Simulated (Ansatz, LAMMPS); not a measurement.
# Glassy 73SiO2-27K2O (mol %) (90 atoms), step 2 of a relaxation

The starting structure: 90 atoms (22 Si, 16 K, 52 O) placed at random at 2.4 g/cm³, melted at 4000 K for 10 ps at fixed volume with the Morse and Coulomb pair potential with partial charges (Pedone, Malavasi, Menziani, Cormack and Segre, J. Phys. Chem. B 110, 11780 (2006)). Quenched from 4000 K to 300 K at 50 K/ps and fixed volume, held 10 ps at zero pressure.

Geometry: step 2 of a relaxation. Computed with Ansatz 0.2.0: Kohn-Sham DFT, PBE, PAW (set soft_2), plane waves; cutoff 420 eV, Γ point, fermi-dirac smearing of 0.05 eV; density 2.38 g/cm³.

Cell vectors (Å):

```
11.319 0.000 0.000
0.000 11.319 0.000
0.000 0.000 11.319
```

Positions in Å, forces in eV/Å:

```tsv
atom	x	y	z	fx	fy	fz
Si1	9.446	7.544	0.355	-0.660	1.264	1.474
Si2	10.715	2.667	4.186	0.391	0.731	0.103
Si3	11.153	10.232	9.184	1.134	-0.473	1.613
Si4	8.249	1.405	5.063	0.614	1.105	-3.064
Si5	0.975	0.886	2.157	0.387	-0.587	-0.210
Si6	2.393	6.533	0.791	0.275	2.668	-1.193
Si7	8.909	6.124	6.389	-0.833	-1.547	0.432
Si8	2.049	8.824	4.705	-0.267	0.227	0.682
Si9	8.518	10.638	2.620	2.031	1.481	-0.277
Si10	10.206	7.341	8.821	0.668	0.586	0.102
Si11	6.179	1.052	7.416	-0.484	-0.550	-0.851
Si12	4.554	2.882	5.410	-0.960	0.823	-0.544
Si13	11.235	9.247	2.351	-0.912	0.603	0.208
Si14	6.338	5.399	5.013	0.037	-0.699	-0.954
Si15	10.132	0.906	0.154	-0.419	-1.865	1.145
Si16	3.708	6.462	3.568	-0.737	-0.431	0.513
Si17	3.868	6.889	9.393	-1.309	0.430	0.376
Si18	2.567	9.321	10.665	-0.479	-1.621	-0.026
Si19	8.010	3.685	3.081	0.068	-2.428	2.777
Si20	1.948	4.436	5.291	-0.345	-0.289	0.358
Si21	1.548	6.828	7.174	1.270	-0.021	1.451
Si22	4.023	2.019	2.227	0.901	0.232	0.351
K23	9.620	2.605	8.119	0.043	-0.268	-0.130
K24	9.892	9.726	5.904	0.232	-0.196	0.036
K25	7.041	8.566	8.762	0.102	-0.163	-0.197
K26	7.772	7.614	3.364	0.114	0.011	-0.186
K27	1.799	3.573	11.204	0.055	0.072	0.026
K28	5.434	10.879	4.202	0.339	0.475	0.491
K29	6.845	4.577	8.328	-0.115	0.082	-0.190
K30	10.673	6.104	3.300	0.445	0.069	0.104
K31	7.021	1.765	0.180	0.043	-0.038	0.077
K32	3.392	10.145	7.578	-0.066	-0.267	0.004
K33	1.448	1.046	6.145	-0.025	-0.139	-0.244
K34	6.193	9.929	0.090	0.245	-0.082	0.101
K35	4.152	1.488	10.297	-0.025	-0.031	0.016
K36	5.836	5.286	0.477	-0.002	-0.063	0.391
K37	3.763	9.872	2.115	-0.525	0.143	0.003
K38	10.123	4.282	0.618	-0.296	0.193	-0.156
O39	9.114	0.316	1.426	0.234	0.559	-0.841
O40	2.288	8.210	0.566	-0.130	0.279	0.641
O41	6.191	2.038	8.623	0.385	1.101	1.495
O42	10.187	8.960	8.737	-0.571	0.834	-0.303
O43	7.169	6.259	6.069	-0.503	0.788	0.802
O44	0.156	1.487	3.402	-0.275	-0.179	0.942
O45	0.228	1.438	0.839	0.376	1.332	-0.580
O46	9.552	7.130	5.418	1.010	1.700	-1.685
O47	3.074	6.176	10.660	0.218	-1.599	-0.155
O48	9.022	6.726	7.945	-1.427	0.167	0.306
O49	9.214	4.576	6.477	-0.054	-0.496	0.279
O50	1.396	5.452	6.394	-0.620	-1.054	0.000
O51	8.407	0.129	4.075	-0.090	-0.535	0.960
O52	7.530	1.149	6.421	0.316	-0.329	1.462
O53	5.069	0.871	1.849	-0.007	-0.515	0.356
O54	0.296	6.900	8.171	0.610	-0.286	0.106
O55	0.629	3.668	4.687	-0.357	-0.455	0.040
O56	3.681	8.496	9.716	0.504	0.779	-0.188
O57	2.492	1.373	2.357	-0.855	-0.743	0.054
O58	3.205	10.668	11.112	0.841	0.827	0.303
O59	1.142	5.712	1.135	-1.254	-1.194	0.463
O60	5.000	1.625	6.308	-0.567	-0.297	-0.303
O61	8.950	6.427	1.369	-0.370	-0.716	0.409
O62	2.717	5.375	4.268	0.395	0.277	-1.448
O63	2.992	3.371	5.944	0.764	-0.722	0.263
O64	9.473	2.060	10.693	-0.883	1.789	-0.977
O65	3.932	3.148	1.121	0.182	0.934	-0.622
O66	7.156	9.951	2.422	-1.919	-1.001	-0.213
O67	9.824	1.899	5.307	0.260	-0.184	1.225
O68	5.227	6.193	4.058	0.707	0.321	0.212
O69	4.295	2.606	3.846	0.115	-0.532	-0.715
O70	9.677	3.484	3.279	0.135	1.084	-0.737
O71	7.620	3.603	1.621	-0.623	0.341	-2.318
O72	5.352	6.425	9.353	1.242	-0.320	-0.237
O73	1.223	9.518	9.812	-0.997	-0.024	-1.098
O74	3.289	7.931	4.115	0.636	0.055	-0.357
O75	0.804	8.704	3.627	-0.068	-1.135	0.312
O76	5.581	4.141	5.682	-0.616	-0.399	0.662
O77	10.030	6.837	10.323	1.107	-1.387	-0.401
O78	9.794	9.682	2.995	-0.046	-0.437	1.120
O79	2.554	10.304	4.951	0.107	0.091	0.079
O80	2.981	6.700	8.021	-0.736	-0.136	-0.732
O81	5.898	10.838	7.674	-0.272	-0.903	0.203
O82	10.544	11.019	10.488	-0.169	-0.793	-0.500
O83	3.555	6.475	1.965	1.305	-0.287	0.378
O84	7.432	2.438	4.106	0.309	0.447	-0.155
O85	7.456	4.910	3.949	-0.001	1.583	-0.244
O86	10.744	8.285	1.192	1.252	-0.427	-0.421
O87	0.707	10.613	2.000	1.043	0.106	-0.150
O88	1.676	8.071	6.159	-0.354	0.875	-0.719
O89	0.173	11.121	7.938	0.012	0.862	-1.032
O90	8.437	8.667	11.225	-1.237	0.513	-0.556
```

The quench rate of 50 K/ps is many orders above laboratory rates, so the cell is likely richer in defects and strain than a real sample. The network of bonds at the start is that of the classical potential that made the cell. Only the Γ point is sampled, in a cell whose shortest periodic width is 11 Å.

The r.m.s. force component is 0.788 eV/Å; the longest force, 3.69 eV/Å, acts on Si19. The energy lies 45.5 meV/atom below that of the first step of this run.

[Logs are printed without paths, hosts, clocks, repeated set-up lines and the standing remarks that a program may print on its own settings, such as how far it seeks lower states.]

[Hosts, paths, dates, database ids (printed as entryN), source tags and the programs' standing remarks are cut or masked in the printed files.]
